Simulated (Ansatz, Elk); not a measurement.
## Li2ScBr4: X-ray structure factors from the self-consistent density

Structure refinements treat a crystal as free atoms side by side. For a made-up structure of Li2ScBr4 (cell and positions from a PBE relaxation) the runs below show what the calculated density changes in F(hkl).

Method: DFT, PBE, all-electron APW+lo, Dirac cores, scalar-relativistic bands, static density, no spin, in Elk 11.2.3 (patched build).

This account leaves out most program logs.

The structure was built from a prototype and need not be the compound's stable phase.

### Step 1. Starting point

The structure is tetragonal, space group I-4 (No. 82). The conventional cell has a = 6.202 Å, b = 6.202 Å, c = 11.470 Å, α = 90.00°, β = 90.00°, γ = 90.00°. Nearest to Br lie 2 Li at 2.55 to 2.57 Å and 1 Sc at 2.65 Å. Sc has 4 Br at 2.65 Å nearest. Nearest to Li lie 4 Br at 2.55 Å. Li has 4 Br at 2.57 Å nearest. Farther neighbours and most contacts between anions are not listed.

### Step 2. Ground state and structure factors

An all-electron density is needed, since X-rays see the cores too. Task 0 finds the density and task 195 Fourier-transforms it; tshift is off so that phases refer to the origin typed.

elk.in

```
tasks
  0
  195

xctype
  20

spinpol
  .false.

rgkmax
  7.0

gmaxvr
  14.0

lmaxo
  7

lmaxapw
  8

swidth
  0.002

tshift
  .false.

ramdisk
  .false.

hmaxvr
  5.5

maxscl
  120

epspot
  1e-06

sppath
  './'

avec
  -5.86036330991 5.86036330991 10.83800202381
  5.86036330991 -5.86036330991 10.83800202381
  5.86036330991 5.86036330991 -10.83800202381

atoms
  3
  'Br.in'
  4
  0.3664399807 0.3896191103 0.5107704137   0.000000 0.000000 0.000000
  0.6103808897 0.1211513034 0.9768208704   0.000000 0.000000 0.000000
  0.8788486966 0.8556695670 0.4892295863   0.000000 0.000000 0.000000
  0.1443304330 0.6335600193 0.0231791296   0.000000 0.000000 0.000000
  'Sc.in'
  1
  0.0000000000 0.0000000000 -0.0000000000   0.000000 0.000000 0.000000
  'Li.in'
  2
  0.2500000000 0.7500000000 0.5000000000   0.000000 0.000000 0.000000
  0.5000000000 0.5000000000 -0.0000000000   0.000000 0.000000 0.000000

ngridk
  5 5 5
```

Started as:

```bash
$ OMP_NUM_THREADS=4 elk
```

Elapsed: 1.7 min, on 4 threads of Intel Xeon 6975P-C (Granite Rapids), shared host; peak memory 0.38 GiB; 5.4 min of CPU time.

SFACRHO.OUT:

```text

h k l indices transformed by vhmat matrix:
   1.000000000       0.000000000       0.000000000    
   0.000000000       1.000000000       0.000000000    
   0.000000000       0.000000000       1.000000000    

      h      k      l  multipl.   |H|            Re(F)            Im(F)           |F|

      0      0      0      1   0.0000000       167.00000     -0.23317058E-15   167.00000    
      1      1     -1      2  0.57973650       22.870999     -0.47589793E-15   22.870999    
      1      0     -1      4  0.60942572       13.221546      -9.0261728       16.008781    
      0     -1      0      4  0.60942572       13.221546       9.0261728       16.008781    
     -1      1      0      4  0.75812415       17.344237     -0.72841239E-14   17.344237    
      1      1      0      4  0.95438285       20.899594      -121.51145       123.29568    
      0      2     -1      4  0.95438285       20.899594       121.51145       123.29568    
     -2     -1      1      4   1.0215618       17.354109      -4.5912895       17.951185    
     -2     -1      2      4   1.0215618       17.354109       4.5912895       17.951185    
     -1      1      1      4   1.0721495      -96.912847      0.29693640E-13   96.912847    
     -2     -2      2      2   1.1594730      -96.152263      0.12426330E-12   96.152263    
      0      2     -2      4   1.2188514       12.278961      -1.1021351       12.328325    
     -2      0      0      4   1.2188514       12.278961       1.1021351       12.328325    
      0     -1     -1      4   1.2332494       28.484879      -1.2802560       28.513635    
      1      0     -2      4   1.2332494       28.484879       1.2802560       28.513635    
     -2      1      1      4   1.2332494       4.7179097       9.1663599       10.309259    
      0     -1      2      4   1.2332494       4.7179097      -9.1663599       10.309259    
     -1     -3      2      4   1.3853266       15.372985      -6.6438618       16.747225
```

Elk indexes on the primitive cell of elk.in and gives |H| = 4π sin θ/λ in inverse bohr. Below, one row stands for each form hkl of the conventional cell (m members, Friedel mates merged), F is for one primitive cell and the density is static (no thermal factor). Free-atom factors are Waasmaier and Kirfel's, and R is Σm||F|−|F'||/Σm|F|.

```
hkl  m  sin θ/λ (Å⁻¹)  abs F, DFT  neutral atoms   diff.  abs of complex diff.
002  2          0.087      22.871         22.733  +0.138                 0.138
101  8          0.092      16.009         15.936  +0.072                 0.093
110  4          0.114      17.344         17.323  +0.021                 0.021
112  8          0.143     123.295        122.556  +0.740                 0.743
103  8          0.154      17.951         17.950  +0.001                 0.061
200  4          0.161      96.913         96.671  +0.242                 0.242
004  2          0.174      96.152         95.972  +0.181                 0.181
202  8          0.183      12.328         12.344  -0.016                 0.022
211  8          0.185      28.514         28.366  +0.148                 0.182
121  8          0.185      10.309         10.394  -0.085                 0.087
114  8          0.208      16.747         16.643  +0.104                 0.208
123  8          0.223      24.362         24.341  +0.021                 0.120
213  8          0.223       2.231          2.090  +0.141                 0.147
220  4          0.228     121.118        121.116  +0.002                 0.002
105  8          0.232      15.617         15.605  +0.012                 0.012
204  8          0.237     120.351        120.464  -0.113                 0.114
222  8          0.244      16.973         16.963  +0.010                 0.140
301  8          0.246      24.025         23.969  +0.056                 0.056
310  4          0.255      12.892         12.867  +0.025                 0.025
130  4          0.255      16.881         16.841  +0.040                 0.040
006  2          0.262       4.471          4.472  -0.000                 0.000
132  8          0.269      97.603         97.895  -0.292                 0.293
```

### Step 3. The highest occupied states alone

An energy window below the Fermi level keeps the highest occupied states, to see at which angles they scatter; shallow core shells can lie inside it and anion s states outside. No new self-consistency is needed.

Changes to elk.in since step 2:

```diff
@@ -1,3 +1,2 @@
 tasks
-  0
   195
@@ -40,2 +39,5 @@
 
+wsfac
+  -0.418960 0.432280
+
 sppath
```

Started as:

```bash
$ OMP_NUM_THREADS=4 elk
```

It took 15 s on 4 threads; peak memory 0.25 GiB; 17 s of CPU time.

States within 15 eV below the Fermi level hold 25.00 electrons; any levels below the window count with the cores. Their amplitudes can exceed the total, where window and core parts have opposite phase:

```
hkl  sin θ/λ (Å⁻¹)  abs F, window  abs F, all
002          0.087          1.970      22.871
101          0.092          1.326      16.009
110          0.114          0.998      17.344
112          0.143          9.997     123.295
103          0.154          0.870      17.951
200          0.161          7.159      96.913
004          0.174          6.125      96.152
202          0.183          0.320      12.328
211          0.185          1.244      28.514
121          0.185          0.496      10.309
```

### Step 4. Another functional

The difference from free atoms is small, so it is set against the change that LDA (Perdew-Wang) makes.

Changes to elk.in since step 3:

```diff
@@ -1,2 +1,3 @@
 tasks
+  0
   195
@@ -4,3 +5,3 @@
 xctype
-  20
+  3
 
@@ -39,5 +40,2 @@
 
-wsfac
-  -0.418960 0.432280
-
 sppath
```

Started as:

```bash
$ OMP_NUM_THREADS=4 elk
```

It took 83 s on 4 threads; peak memory 0.35 GiB.

Against the first run R = 0.06 %; the largest change is -0.093 at 260.

### Step 5. Basis size

The basis and the expansions that go with it are enlarged, to see whether the differences are converged.

Changes to elk.in since step 4:

```diff
@@ -5,3 +5,3 @@
 xctype
-  3
+  20
 
@@ -11,12 +11,12 @@
 rgkmax
-  7.0
+  8.5
 
 gmaxvr
-  14.0
+  18.0
 
 lmaxo
-  7
+  9
 
 lmaxapw
-  8
+  10
```

Started as:

```bash
$ OMP_NUM_THREADS=4 elk
```

Wall time 6.3 min (4 threads); peak memory 0.87 GiB; 21 min of CPU time.

Against the first run R = 0.00 %; the largest change is -0.006 at 620.

### Step 6. Settings against the effect

```
                              run  R against the first run (%)  R against neutral atoms, low angle (%)  wall time
                    PBE, rgkmax 7                         0.00                                    0.32    1.7 min
                LDA (Perdew-Wang)                         0.06                                    0.29       83 s
rgkmax 8.5 with larger expansions                         0.00                                    0.32    6.3 min
```

### Step 7. Outcome

* R against neutral atoms, sin θ/λ < 0.3 Å⁻¹: 0.32 %
* R against neutral atoms, 0.3 to 0.53 Å⁻¹: 0.22 %

**Reading.** Independent neutral atoms miss the calculated amplitudes by R = 0.32 % below 0.3 Å⁻¹ and 0.22 % from there to 0.53 Å⁻¹; by shells, 0.56 % below 0.15 Å⁻¹ (4 forms), 0.28 % 0.15 to 0.3 (26 forms), 0.24 % 0.3 to 0.45 (63 forms), 0.19 % above 0.45 (56 forms). Bonding, aspherical density and the tables' own atoms all enter these figures, and the runs don't part them. The largest change of an amplitude is +0.74 electrons, at 112. R counts amplitudes alone; phases shift too. The window's part falls from 25.0 electrons at the origin to at most 0.50 between 0.45 and 0.53 Å⁻¹. Below 0.3 Å⁻¹ the changes that finished (LDA (Perdew-Wang) and rgkmax 8.5 with larger expansions) move F by R = 0.05 % at most, against the 0.32 % that separates it from free atoms. The k-mesh has no finished test. The electron count is odd, so without spin the run is a metal by force. Part of the difference isn't bonding: the tables are fits to free atoms and ions calculated by other methods than this functional. Thermal motion, anomalous dispersion and extinction are left out.

[Logs are printed without paths, hosts, clocks, repeated set-up lines and the standing remarks that a program may print on its own settings, such as how far it seeks lower states.]

[Hosts, paths, dates, database ids (printed as entryN), source tags and the programs' standing remarks are cut or masked in the printed files.]
